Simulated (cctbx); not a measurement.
**Sr14EuTi with cctbx, script by script**

Library: cctbx 2025.11. The data are simulated by the first script.

## 1. Simulate the data

run.py:

```python
from cctbx import adptbx, crystal, miller, sgtbx, xray
from cctbx.array_family import flex
from iotbx.shelx import hklf
from scitbx import matrix
import scitbx.random

cs = crystal.symmetry(unit_cell=(8.038, 8.038, 12.976, 90, 90, 120), space_group_symbol='Hall: P -6 2')  # P-6m2
atoms = [  # label, site, U (iso, or U11 U22 U33 U12 U13 U23 in A^2), occupancy
    ("Eu1", (0, 0, 0), 0.0052, 0.9),
    ("Ti1", (0, 0, 0), 0.0052, 0.1),
    ("Sr1", (2/3, 1/3, 0.7496), 0.0066, 1),
    ("Sr2", (0.6762, 0.8381, 0.7494), 0.0058, 1),
    ("Sr3", (0.4978, 0.5022, 0.5), 0.0056, 1),
    ("Sr4", (0.5015, 0.4985, 0), 0.0060, 1),
    ("Ti2", (0, 0, 0.5), 0.0044, 0.9),
    ("Eu2", (0, 0, 0.5), 0.0044, 0.1),
]
xs = xray.structure(crystal_symmetry=cs)
for label, site, u, occ in atoms:
    u = adptbx.u_cif_as_u_star(cs.unit_cell(), u) if isinstance(u, tuple) else u
    xs.add_scatterer(xray.scatterer(label, site=site, u=u, occupancy=occ))
xs.set_inelastic_form_factors(0.71073, "sasaki")
xs.show_summary()
p1 = xs.expand_to_p1()
ms = miller.build_set(p1, anomalous_flag=True, d_min=0.8)
flex.set_random_seed(484572)
scitbx.random.set_random_seed(484572)
ms = ms.select(flex.random_double(ms.size()) < 0.95)
i = ms.structure_factors_from_scatterers(p1, algorithm="direct").f_calc().as_intensity_array().data()
i = i * 20000 / flex.max(i)
sig = flex.sqrt(i + flex.pow2(0.04 * i) + 4 ** 2)
noise = scitbx.random.variate(scitbx.random.normal_distribution())(i.size())
data = ms.array(data=i + sig * noise, sigmas=sig).set_observation_type_xray_intensity()
with open("data.hkl", "w") as f:
    data.export_as_shelx_hklf(f)
print("reflections written:", data.size(), " <I/sigma> = %.1f" % flex.mean(data.data() / data.sigmas()))
for h, a, b in list(data.sort("data"))[:12]:
    print("%4d%4d%4d %9.1f %7.1f" % (h + (a, b)))
```

```console
$ python run.py
```

```text
Number of scatterers: 8
At special positions: 8
Unit cell: (8.038, 8.038, 12.976, 90, 90, 120)
Space group: P -6 m 2 (No. 187)
reflections written: 5604  <I/sigma> = 5.8
   0   0  -4   20402.5   812.4
   0   0   4   19496.5   812.4
   0   2   2   15581.8   589.5
   2   0   2   15415.1   599.1
  -4   2   0   15392.8   589.9
   2  -4   0   15150.2   589.9
   2   0  -2   15102.6   599.1
  -2   4   0   14969.6   589.9
   0  -2  -2   14555.3   599.1
  -2   2  -2   14486.6   599.1
   0  -2   2   14408.9   599.1
   2  -2  -2   14395.0   589.5
```

Run time: 0.24 s on 1 thread of Arm Neoverse V2, on a shared host, peak memory 0.07 GiB.

## 2. Refinement

run.py:

```python
import math
from cctbx import adptbx, crystal, maptbx, sgtbx, xray
from cctbx.array_family import flex
from cctbx.xray import observations
from iotbx.shelx import hklf
from scitbx.lstbx import normal_eqns_solving
from smtbx import absolute_structure, utils
from smtbx.refinement import constraints, least_squares

cs = crystal.symmetry(unit_cell=(8.038, 8.038, 12.976, 90, 90, 120), space_group_symbol='Hall: P -6 2')  # P-6m2
atoms = [  # label, site, U (iso, or U11 U22 U33 U12 U13 U23 in A^2), occupancy
    ("Eu1", (0, 0, 0), 0.0200, 1),
    ("Sr1", (2/3, 1/3, 0.7496), 0.0200, 1),
    ("Sr2", (0.6762, 0.8381, 0.7494), 0.0200, 1),
    ("Sr3", (0.4978, 0.5022, 0.5), 0.0200, 1),
    ("Sr4", (0.5015, 0.4985, 0), 0.0200, 1),
    ("Ti2", (0, 0, 0.5), 0.0200, 1),
]
xs = xray.structure(crystal_symmetry=cs)
for label, site, u, occ in atoms:
    u = adptbx.u_cif_as_u_star(cs.unit_cell(), u) if isinstance(u, tuple) else u
    xs.add_scatterer(xray.scatterer(label, site=site, u=u, occupancy=occ))
xs.set_inelastic_form_factors(0.71073, "sasaki")
xs.convert_to_anisotropic()
raw = hklf.reader(file_name="data.hkl").as_miller_arrays(crystal_symmetry=cs, anomalous=True)[0]
merged = raw.eliminate_sys_absent().merge_equivalents()
fo2 = merged.array().set_observation_type_xray_intensity()
print("Rint %.3f, %d unique reflections to %.2f A" % (merged.r_int(), fo2.size(), fo2.d_min()))
for sc in xs.scatterers():
    sc.flags.set_grad_site(True)
    sc.flags.set_grad_u_aniso(sc.flags.use_u_aniso())
    sc.flags.set_grad_u_iso(sc.flags.use_u_iso())
obs = fo2.as_xray_observations()
extra = {}
rep = constraints.reparametrisation(xs, [], utils.connectivity_table(xs), **extra)
ls = least_squares.crystallographic_ls(obs, rep, weighting_scheme=least_squares.mainstream_shelx_weighting(a=0, b=0))
print("cycle     R1     wR2    GooF  max shift (A)")
for cycle in range(12):
    ls.build_up()
    r1, wr2, goof = ls.r1_factor(cutoff_factor=2)[0], ls.wR2(), ls.goof()
    old = xs.sites_cart()
    normal_eqns_solving.levenberg_marquardt_iterations(ls, n_max_iterations=3, tau=1e-06, step_threshold=1e-7)
    big = flex.max((xs.sites_cart() - old).norms())
    print("%4d %7.4f %7.4f %7.3f %9.5f" % (cycle + 1, r1, wr2, goof, big))
    ls.build_up(objective_only=True)
    if abs(ls.wR2() - wr2) < 5e-5 and big < 5e-4:
        break
ls.build_up()
print("final R1 %.4f wR2 %.4f GooF %.3f  parameters %d  data/parameter %.1f" % (ls.r1_factor(cutoff_factor=2)[0], ls.wR2(), ls.goof(), ls.n_parameters, fo2.size() / ls.n_parameters))
cov = ls.covariance_matrix_and_annotations()
su = dict(zip(cov.annotations, (math.sqrt(max(v, 0)) for v in cov.matrix.matrix_packed_u_diagonal())))
a2 = cs.unit_cell().reciprocal_parameters()[0] ** -2
print("atom        x        y        z      Ueq    occ   su(xyz)  su(Uiso or U11)")
for sc in xs.scatterers():
    s = max(su.get(sc.label + k, 0) for k in (".x", ".y", ".z"))
    npd = "" if sc.is_positive_definite_u(cs.unit_cell()) else "  NPD"
    print("%-5s %8.5f %8.5f %8.5f %8.4f %6.3f %8.5f %7.4f%s" % ((sc.label,) + sc.site + (sc.u_iso_or_equiv(cs.unit_cell()), sc.occupancy, s, su.get(sc.label + ".uiso", su.get(sc.label + ".u11", 0) * a2), npd)))
fo = fo2.f_sq_as_f()
fc = fo.structure_factors_from_scatterers(xs, algorithm="direct").f_calc()
diff = fo.f_obs_minus_f_calc(1 / math.sqrt(ls.scale_factor()), fc).average_bijvoet_mates()
m = diff.fft_map(symmetry_flags=maptbx.use_space_group_symmetry, resolution_factor=0.25).apply_volume_scaling()
print("difference map: max %.2f min %.2f rms %.2f" % (m.statistics().max(), m.statistics().min(), m.statistics().sigma()))
peaks = m.peak_search(parameters=maptbx.peak_search_parameters(min_distance_sym_equiv=0.6, max_clusters=6)).all()
near = xs.closest_distances(peaks.sites(), distance_cutoff=4)
sps = cs.special_position_settings(min_distance_sym_equiv=0.5)
for k, (x, h) in enumerate(zip(peaks.sites(), peaks.heights())):
    ss = sps.site_symmetry(x)
    print("Q%-3d %7.4f %7.4f %7.4f %4d %7.2f  %.2f A from %s" % ((k + 1,) + tuple(t % 1 for t in ss.exact_site()) + (ss.multiplicity(), h, near.smallest_distances[k], xs.scatterers()[near.i_seqs[k]].label)))
```

```console
$ python run.py
```

```text
Rint 0.041, 637 unique reflections to 0.80 A
cycle     R1     wR2    GooF  max shift (A)
   1  0.1271  0.3186   7.374   0.00232
   2  0.0495  0.1057   2.445   0.01958
   3  0.0407  0.0898   2.078   0.00047
final R1 0.0404 wR2 0.0898 GooF 2.077  parameters 21  data/parameter 30.3
atom        x        y        z      Ueq    occ   su(xyz)  su(Uiso or U11)
Eu1    0.00000  0.00000  0.00000   0.0086  1.000  0.00000  0.0006
Sr1    0.66667  0.33333  0.74951   0.0041  1.000  0.00009  0.0011
Sr2    0.67627  0.83814  0.74939   0.0030  1.000  0.00010  0.0006
Sr3    0.49637  0.50363  0.50000   0.0032  1.000  0.00013  0.0007  NPD
Sr4    0.50294  0.49706  0.00000   0.0016  1.000  0.00013  0.0005  NPD
Ti2    0.00000  0.00000  0.50000  -0.0147  1.000  0.00000  0.0010  NPD
difference map: max 4.53 min -0.87 rms 0.30
Q1    0.0000  0.0000  0.5000    1    4.55  0.00 A from Ti2
Q2    0.1648  0.3296  0.2494    6    2.59  0.04 A from Sr2
Q3    0.5063  0.0125  0.0000    3    2.55  0.05 A from Sr4
Q4    0.0087  0.5043  0.5000    3    2.54  0.01 A from Sr3
Q5    0.6667  0.3333  0.2560    2    2.51  0.07 A from Sr1
Q6    0.0000  0.0000  0.0000    1    1.83  0.00 A from Eu1
```

Time: 0.44 s.

This run holds a fault made on purpose: disorder ignored: each site full, of its main element.

## 3. Refinement (occupancies of the disordered sites free, main element alone)

run.py, as its changes from the last script of this kind:

```diff
@@ -12,6 +12,6 @@
-    ("Eu1", (0, 0, 0), 0.0200, 1),
-    ("Sr1", (2/3, 1/3, 0.7496), 0.0200, 1),
-    ("Sr2", (0.6762, 0.8381, 0.7494), 0.0200, 1),
-    ("Sr3", (0.4978, 0.5022, 0.5), 0.0200, 1),
-    ("Sr4", (0.5015, 0.4985, 0), 0.0200, 1),
-    ("Ti2", (0, 0, 0.5), 0.0200, 1),
+    ("Eu1", (0, 0, 0), 0.0120, 1),
+    ("Sr1", (2/3, 1/3, 0.74951), 0.0120, 1),
+    ("Sr2", (0.67627, 0.83814, 0.74939), 0.0120, 1),
+    ("Sr3", (0.49637, 0.50363, 0.5), 0.0120, 1),
+    ("Sr4", (0.50294, 0.49706, 0), 0.0120, 1),
+    ("Ti2", (0, 0, 0.5), 0.0120, 1),
@@ -32,0 +33 @@
+    sc.flags.set_grad_occupancy(sc.label in ('Eu1', 'Ti2'))
@@ -38 +39 @@
-for cycle in range(12):
+for cycle in range(20):
@@ -57,0 +59,2 @@
+print("su of occupancy Eu1: %.3f" % su["Eu1.occ"])
+print("su of occupancy Ti2: %.3f" % su["Ti2.occ"])
```

```console
$ python run.py
```

```text
Rint 0.041, 637 unique reflections to 0.80 A
cycle     R1     wR2    GooF  max shift (A)
   1  0.1032  0.2575   5.968   0.00134
   2  0.0320  0.0712   1.650   0.00251
   3  0.0258  0.0592   1.371   0.00388
   4  0.0225  0.0534   1.239   0.01314
   5  0.0209  0.0508   1.177   0.00720
   6  0.0199  0.0495   1.147   0.00125
   7  0.0192  0.0482   1.118   0.00082
   8  0.0188  0.0473   1.095   0.00074
   9  0.0184  0.0464   1.077   0.00069
  10  0.0181  0.0457   1.060   0.00065
  11  0.0179  0.0451   1.045   0.00062
  12  0.0177  0.0445   1.032   0.00059
  13  0.0175  0.0440   1.020   0.00057
  14  0.0173  0.0436   1.010   0.00055
  15  0.0172  0.0432   1.001   0.00052
  16  0.0171  0.0428   0.993   0.00050
  17  0.0170  0.0425   0.986   0.00048
  18  0.0169  0.0422   0.979   0.00045
  19  0.0168  0.0420   0.974   0.00042
  20  0.0167  0.0418   0.969   0.00039
final R1 0.0167 wR2 0.0416 GooF 0.965  parameters 23  data/parameter 27.7
atom        x        y        z      Ueq    occ   su(xyz)  su(Uiso or U11)
Eu1    0.00000  0.00000  0.00000   0.0050  0.918  0.00000  0.0007
Sr1    0.66667  0.33333  0.74953   0.0074  1.000  0.00004  0.0005
Sr2    0.67620  0.83810  0.74941   0.0059  1.000  0.00005  0.0003
Sr3    0.49761  0.50239  0.50000   0.0056  1.000  0.00054  0.0007
Sr4    0.50159  0.49841  0.00000   0.0060  1.000  0.00056  0.0009
Ti2    0.00000  0.00000  0.50000   0.0000  1.159  0.00000  0.0018  NPD
su of occupancy Eu1: 0.003
su of occupancy Ti2: 0.008
difference map: max 0.57 min -0.35 rms 0.08
Q1    0.0000  0.0000  0.4747    2    0.58  0.33 A from Ti2
Q2    0.3333  0.6667  0.0000    1    0.51  2.34 A from Sr4
Q3    0.0000  0.0000  0.0352    2    0.35  0.46 A from Eu1
Q4    0.5479  0.2739  0.0386    6    0.33  2.08 A from Sr4
Q5    0.6667  0.3333  0.4349    2    0.32  2.39 A from Sr1
Q6    0.1569  0.3138  0.3951    6    0.30  1.88 A from Sr2
```

It took 1.2 s on 1 thread of Arm Neoverse V2, with other jobs on the host, peak memory 0.09 GiB.

[Logs are printed without paths, hosts, clocks, repeated set-up lines and the standing remarks that a program may print on its own settings, such as how far it seeks lower states.]
